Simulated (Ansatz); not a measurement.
## How Pd(110) screens a field

Aim: image plane and induced charge of Pd(110).

Program: Ansatz 0.2.0. Level of theory: plane-wave DFT, LDA, Ansatz PAW (set soft_1); PAW set soft_1, in the first sound run; inputs show where later runs differ. Results are calculated unless marked as measured.

Most raw output is cut from this account.

## (1) Set-up

The cell holds 7 atoms: 7 Pd. Cell: a = 3.890 Å, b = 2.751 Å, c = 26.252 Å, α = 90.0°, β = 90.0°, γ = 90.0°. Vacuum lies along c.

## (2) Atoms held, field 0

A sawtooth potential applies the field, turning back in the middle of the vacuum. With the dipole correction the typed value is the field outside the slab. The induced dipole is small, so the SCF threshold is tight.

The input, input.yaml:

```yaml
crystal:
  lattice:
    - [3.89, 0.0, 0.0]
    - [0.0, 2.7506453788, 0.0]
    - [0.0, 0.0, 26.2519361364]
  atoms:
    - { symbol: Pd, position: [0.0, 0.0, 0.3428318564] }
    - { symbol: Pd, position: [0.5, 0.5, 0.3952212376] }
    - { symbol: Pd, position: [0.0, 0.0, 0.4476106188] }
    - { symbol: Pd, position: [0.5, 0.5, 0.5] }
    - { symbol: Pd, position: [0.0, 0.0, 0.5523893812] }
    - { symbol: Pd, position: [0.5, 0.5, 0.6047787624] }
    - { symbol: Pd, position: [0.0, 0.0, 0.6571681436] }
kpoints:
  mp_grid: { grid: [14, 18, 1] }
hamiltonian:
  xc: lda
  pseudopotentials: { kind: paw, azcp: { folder: soft_1 }, xc_functional: pbe }
scf:
  occupations: { method: fermi_dirac, width: 0.1 }
  convergence: { dr2_threshold: 1.0e-10 }
efield:
  axis: 3
  dipole_correction: true
  ramp_position: 0.97
  ramp_width: 0.06
  amplitude: 0
output:
  forces: true
  write_potential: true
  write_density: true
  volumetric_format: npy
```

The run is started by

```
> ansatz run input.yaml --threads 4 --pin off --max-ram 6144MiB --backend cpu --events-out ev --progress --plain --runs-dir out
```

It took 2.3 min on 4 threads of Arm Neoverse N1, shared host; peak memory 1.4 GiB; 9.2 min of CPU time.

Numbers from this step:

```yaml
energy_at_zero_smearing: -47909.1992 eV
work_function_upper_face: 5.236 eV
dipole_along_the_normal: 1.12e-8 e·Å
```

Running mean over 1.375 Å of the planar mean; the ramp of the sawtooth is left out. Table of electron's electrostatic potential energy less the Fermi level by z:

```
z (Å)  electron's electrostatic potential energy less the Fermi level (eV)
  3.5                                                                 5.24
  4.0                                                                 5.24
  4.5                                                                 5.24
  5.0                                                                 5.24
  5.5                                                                 5.23
  6.0                                                                 5.22
  6.5                                                                 5.17
  7.0                                                                 5.00
  7.5                                                                 4.22
  8.0                                                                 1.23
  8.5                                                                -3.78
  9.0                                                                -7.35
  9.5                                                                -8.38
 10.0                                                                -8.59
 10.5                                                                -8.73
 11.0                                                                -8.81
 11.5                                                                -8.84
 12.0                                                                -8.85
 12.5                                                                -8.85
 13.0                                                                -8.85
 13.5                                                                -8.85
 14.0                                                                -8.85
 14.5                                                                -8.84
 15.0                                                                -8.83
 15.5                                                                -8.78
 16.0                                                                -8.67
 16.5                                                                -8.51
 17.0                                                                -8.08
 17.5                                                                -5.95
 18.0                                                                -1.24
 18.5                                                                 3.08
 19.0                                                                 4.75
 19.5                                                                 5.11
 20.0                                                                 5.20
 20.5                                                                 5.23
 21.0                                                                 5.23
 21.5                                                                 5.24
 22.0                                                                 5.24
 22.5                                                                 5.24
 23.0                                                                 5.24
```

Force by atom:

| atom | x (eV/Å) | y (eV/Å) | z (eV/Å) | size |
| --- | --- | --- | --- | --- |
| Pd1 | 0.000 | 0.000 | 0.948 | 0.948 |
| Pd2 | 0.000 | 0.000 | -0.375 | 0.375 |
| Pd3 | 0.000 | 0.000 | -0.073 | 0.073 |
| Pd4 | 0.000 | 0.000 | 0.000 | 0.000 |
| Pd5 | 0.000 | 0.000 | 0.073 | 0.073 |
| Pd6 | 0.000 | 0.000 | 0.375 | 0.375 |
| Pd7 | 0.000 | 0.000 | -0.948 | 0.948 |

The work function of the upper face is 5.24 eV.

## (3) Atoms held, field 0.05 V/Å

input.yaml: that of step 2 with these lines changed.

```diff
@@ -26,3 +26,3 @@
   ramp_width: 0.06
-  amplitude: 0
+  amplitude: 0.05
 output:
```

It took 2.3 min on 4 threads; peak memory 1.4 GiB; 9.3 min of CPU time.

The dipole is 0.0326 e·Å.

## (4) Atoms held, field -0.05 V/Å

input.yaml: that of step 3 with these lines changed.

```diff
@@ -26,3 +26,3 @@
   ramp_width: 0.06
-  amplitude: 0.05
+  amplitude: -0.05
 output:
```

Wall time 2.3 min (4 threads); peak memory 1.4 GiB; 9.3 min of CPU time.

The dipole is -0.0326 e·Å.

## (5) Atoms held, field 0.1 V/Å

input.yaml: that of step 4 with these lines changed.

```diff
@@ -24,5 +24,5 @@
   dipole_correction: true
-  ramp_position: 0.97
-  ramp_width: 0.06
-  amplitude: -0.05
+  ramp_position: 0.9653
+  ramp_width: 0.0693
+  amplitude: 0.1
 output:
```

It took 2.3 min on 4 threads; peak memory 1.4 GiB; 9.3 min of CPU time.

The dipole is 0.0652 e·Å.

## (6) Single point, field -0.1 V/Å

input.yaml: that of step 5 with these lines changed.

```diff
@@ -26,3 +26,3 @@
   ramp_width: 0.0693
-  amplitude: 0.1
+  amplitude: -0.1
 output:
```

Elapsed: 2.3 min, on 4 threads; peak memory 1.4 GiB.

The dipole is -0.0652 e·Å.

## (7) Atoms held, field 0.2 V/Å

input.yaml: that of step 6 with these lines changed.

```diff
@@ -26,3 +26,3 @@
   ramp_width: 0.0693
-  amplitude: -0.1
+  amplitude: 0.2
 output:
```

Elapsed: 2.3 min, on 4 threads; peak memory 1.4 GiB; 9.3 min of CPU time.

The dipole is 0.130 e·Å.

## (8) Single point, field -0.2 V/Å

input.yaml: that of step 7 with these lines changed.

```diff
@@ -26,3 +26,3 @@
   ramp_width: 0.0693
-  amplitude: 0.2
+  amplitude: -0.2
 output:
```

Wall time 2.3 min (4 threads); peak memory 1.4 GiB; 9.3 min of CPU time.

The dipole is -0.130 e·Å.

## (9) Atoms held, field 0.4 V/Å

input.yaml: that of step 8 with these lines changed.

```diff
@@ -24,5 +24,5 @@
   dipole_correction: true
-  ramp_position: 0.9653
-  ramp_width: 0.0693
-  amplitude: -0.2
+  ramp_position: 0.9272
+  ramp_width: 0.1455
+  amplitude: 0.4
 output:
@@ -32 +32,2 @@
   volumetric_format: npy
+  elf: true
```

Elapsed: 2.4 min, on 4 threads; peak memory 1.4 GiB.

Running mean over 1.375 Å of the planar mean, with the applied field; the ramp of the sawtooth is left out. Electron's electrostatic potential energy less the Fermi level against z:

| z (Å) | electron's electrostatic potential energy less the Fermi level (eV) |
| --- | --- |
| 3.5 | 3.61 |
| 4.0 | 3.81 |
| 4.5 | 4.01 |
| 5.0 | 4.21 |
| 5.5 | 4.40 |
| 6.0 | 4.59 |
| 6.5 | 4.73 |
| 7.0 | 4.72 |
| 7.5 | 4.08 |
| 8.0 | 1.18 |
| 8.5 | -3.78 |
| 9.0 | -7.35 |
| 9.5 | -8.38 |
| 10.0 | -8.59 |
| 10.5 | -8.73 |
| 11.0 | -8.81 |
| 11.5 | -8.84 |
| 12.0 | -8.85 |
| 12.5 | -8.85 |
| 13.0 | -8.85 |
| 13.5 | -8.85 |
| 14.0 | -8.85 |
| 14.5 | -8.84 |
| 15.0 | -8.83 |
| 15.5 | -8.78 |
| 16.0 | -8.67 |
| 16.5 | -8.51 |
| 17.0 | -8.08 |
| 17.5 | -5.95 |
| 18.0 | -1.21 |
| 18.5 | 3.18 |
| 19.0 | 4.97 |
| 19.5 | 5.50 |
| 20.0 | 5.77 |
| 20.5 | 5.99 |
| 21.0 | 6.20 |
| 21.5 | 6.40 |
| 22.0 | 6.60 |
| 22.5 | 6.80 |
| 23.0 | 7.00 |

The dipole is 0.261 e·Å.

## (10) The response

This step: plane-wave DFT, LDA, Ansatz PAW (set soft_1); screening of a field by a metal slab; PAW set soft_1 (Ansatz 0.2.0).

The dipoles give the slope, and the difference of two potentials shows where the field is screened.

This step gave:

```
equivalent conductor thickness p/(ε₀AE)      : 11.03 Å
distance between the outer atoms             : 8.252 Å
inner field over outer field                 : -0.006391
image plane, upper face                      : 1.321 Å
induced electrons on the upper face over ε₀E : -1.012
image plane, lower face                      : 1.321 Å
induced electrons on the lower face over ε₀E : 1.012
```

Table of dipole of the cell by applied field:

```
applied field (V/Å)  dipole of the cell (e·Å)
             -0.200                    -0.130
             -0.100                   -0.0652
             -0.050                   -0.0326
              0.000                         0
              0.050                    0.0326
              0.100                    0.0652
              0.200                     0.130
              0.400                     0.261
```

Local field over the applied field, running mean. From the potentials at -0.05 and 0.05 V/Å; running mean over 1.375 Å. Local field over applied field against z:

z (Å), local field over applied field and a bar from the least value:
```
      4.5      0.999 ##############################
      5.0      0.996 ##############################
      5.5      0.989 ##############################
      6.0      0.969 #############################
      6.5      0.920 ############################
      7.0      0.810 ########################
      7.5      0.602 ##################
      8.0      0.327 ##########
      8.5      0.106 ###
      9.0      0.003 
      9.5     -0.008 
     10.0      0.000 
     10.5      0.005 
     11.0      0.006 
     11.5      0.006 
     12.0      0.004 
     12.5     -0.003 
     13.0     -0.008 
     13.5     -0.006 
     14.0      0.001 
     14.5      0.006 
     15.0      0.006 
     15.5      0.006 
     16.0      0.003 
     16.5     -0.005 
     17.0     -0.008 
     17.5      0.036 #
     18.0      0.204 ######
     18.5      0.465 ##############
     19.0      0.718 ######################
     19.5      0.874 ##########################
     20.0      0.950 #############################
     20.5      0.981 #############################
     21.0      0.993 ##############################
     21.5      0.998 ##############################
     22.0      0.999 ##############################
```

Electrons, planar mean, per unit field. Induced electron density against z:

| z (Å) | induced electron density (e/Å³ per V/Å) |
| --- | --- |
| 4.5 | 1.1e-5 |
| 5.0 | 3.3e-5 |
| 5.5 | 9.5e-5 |
| 6.0 | 2.6e-4 |
| 6.5 | 6.6e-4 |
| 7.0 | 0.00152 |
| 7.5 | 0.00297 |
| 8.0 | 0.00414 |
| 8.5 | 0.00131 |
| 9.0 | 4.7e-4 |
| 9.5 | -2.0e-4 |
| 10.0 | -1.3e-4 |
| 10.5 | 4.0e-5 |
| 11.0 | -5.8e-6 |
| 11.5 | -1.1e-4 |
| 12.0 | 3.2e-6 |
| 12.5 | 1.9e-4 |
| 13.0 | 3.5e-5 |
| 13.5 | -8.3e-5 |
| 14.0 | -9.2e-5 |
| 14.5 | -1.3e-4 |
| 15.0 | 5.6e-5 |
| 15.5 | -7.1e-5 |
| 16.0 | 5.7e-5 |
| 16.5 | 1.9e-4 |
| 17.0 | 1.1e-4 |
| 17.5 | -7.3e-5 |
| 18.0 | -0.00340 |
| 18.5 | -0.00374 |
| 19.0 | -0.00219 |
| 19.5 | -0.00102 |
| 20.0 | -4.2e-4 |
| 20.5 | -1.6e-4 |
| 21.0 | -5.6e-5 |
| 21.5 | -1.9e-5 |
| 22.0 | -6.5e-6 |

By hand: between -0.05 and 0.05 V/Å the dipole changes by 0.06522 e·Å, a slope of 0.6522 e·Å²/V. A perfect conductor of thickness t has p = ε₀AEt, so t = 180.95 × 0.6522 / 10.700 = 11.03 Å (e/ε₀ = 180.95 V·Å, A in Å²). Less the 8.25 Å between the outer atoms, and halved, that puts each image plane 1.39 Å out.

The induced dipole is that of a conductor 11.03 Å thick.

## (11) The same run with other settings

This step: plane-wave DFT, LDA, Ansatz PAW (set soft_1) (Ansatz 0.2.0).

A run with a changed input: it repeats the earlier run at 0.05 V/Å with scf.eigensolver.kind to davidson and basis.precision to f64.

input.yaml: that of step 9 with these lines changed.

```diff
@@ -21,2 +21,3 @@
   convergence: { dr2_threshold: 1.0e-10 }
+  eigensolver: { kind: davidson }
 efield:
@@ -24,5 +25,5 @@
   dipole_correction: true
-  ramp_position: 0.9272
-  ramp_width: 0.1455
-  amplitude: 0.4
+  ramp_position: 0.97
+  ramp_width: 0.06
+  amplitude: 0.05
 output:
@@ -32,2 +33,3 @@
   volumetric_format: npy
-  elf: true
+basis:
+  precision: f64
```

Wall time 4.1 min (4 threads); peak memory 1.1 GiB.

This step gave:

| Item | Value |
| --- | --- |
| energy at zero smearing | -47909.2000 eV |
| dipole along the normal | 0.03261 e·Å |

Force by atom:

```
atom  x (eV/Å)  y (eV/Å)  z (eV/Å)   size
 Pd1     0.000     0.000     0.947  0.947
 Pd2     0.000     0.000    -0.376  0.376
 Pd3     0.000     0.000    -0.071  0.071
 Pd4     0.000     0.000    -0.001  0.001
 Pd5     0.000     0.000     0.075  0.075
 Pd6     0.000     0.000     0.374  0.374
 Pd7     0.000     0.000    -0.949  0.949
```

```
                     quantity  this run  earlier run  difference
dipole along the normal (e·Å)   0.03261      0.03261     -1.1e-6
```

The dipole moves by under 0.5 % or 5e-5 e·Å.

## (12) A changed input

An input spoilt on purpose, to show how the run answers: it repeats the earlier run at 0.05 V/Å with efield.ramp_width from 0.06 to 0.9, and scf.max_iter set to 75.

input.yaml: that of step 11 with these lines changed.

```diff
@@ -21,3 +21,3 @@
   convergence: { dr2_threshold: 1.0e-10 }
-  eigensolver: { kind: davidson }
+  max_iter: 75
 efield:
@@ -26,3 +26,3 @@
   ramp_position: 0.97
-  ramp_width: 0.06
+  ramp_width: 0.9
   amplitude: 0.05
@@ -33,3 +33 @@
   volumetric_format: npy
-basis:
-  precision: f64
```

Wall time 0.51 s (4 threads); peak memory 0.73 GiB.

The input was rejected at the start.

The program's message: “Error: efield: ion 0 (Pd) at fractional coordinate 0.3428 along the field axis lies inside the sawtooth ramp with 2 of the planes that the density is read on at each end, [0.9589, 0.8811] — the ramp m …”

The fault put into the input: a ramp so wide that it reaches the atoms.

## (13) What came out

```
work function                                : 5.24 eV
image plane, upper face                      : 1.32 Å
induced electrons on the upper face over ε₀E : -1.01
equivalent conductor thickness p/(ε₀AE)      : 11.0 Å
inner field over outer field                 : -0.00639
```

**Reading.** The induced charge has its centre 1.32 Å outside the outermost atoms; this is the plane from which a capacitor's gap or an image potential counts. The equivalent conductor thickness exceeds the distance between the outer atoms by 2.78 Å, about the sum of the two image-plane distances. In the middle of the slab the field is screened to under 2 % of its outer value. The atoms are held at bulk positions with the tabulated experimental lattice constant.

[Logs are printed without paths, hosts, clocks, repeated set-up lines and the standing remarks that a program may print on its own settings, such as how far it seeks lower states.]

[Hosts, paths, dates, database ids (printed as entryN), source tags and the programs' standing remarks are cut or masked in the printed files.]

[Maps of the electrostatic potential energy from Ansatz leave out the sawtooth potential of an applied field or a dipole correction, so their vacuum need not be flat; planar profiles and work functions include it.]
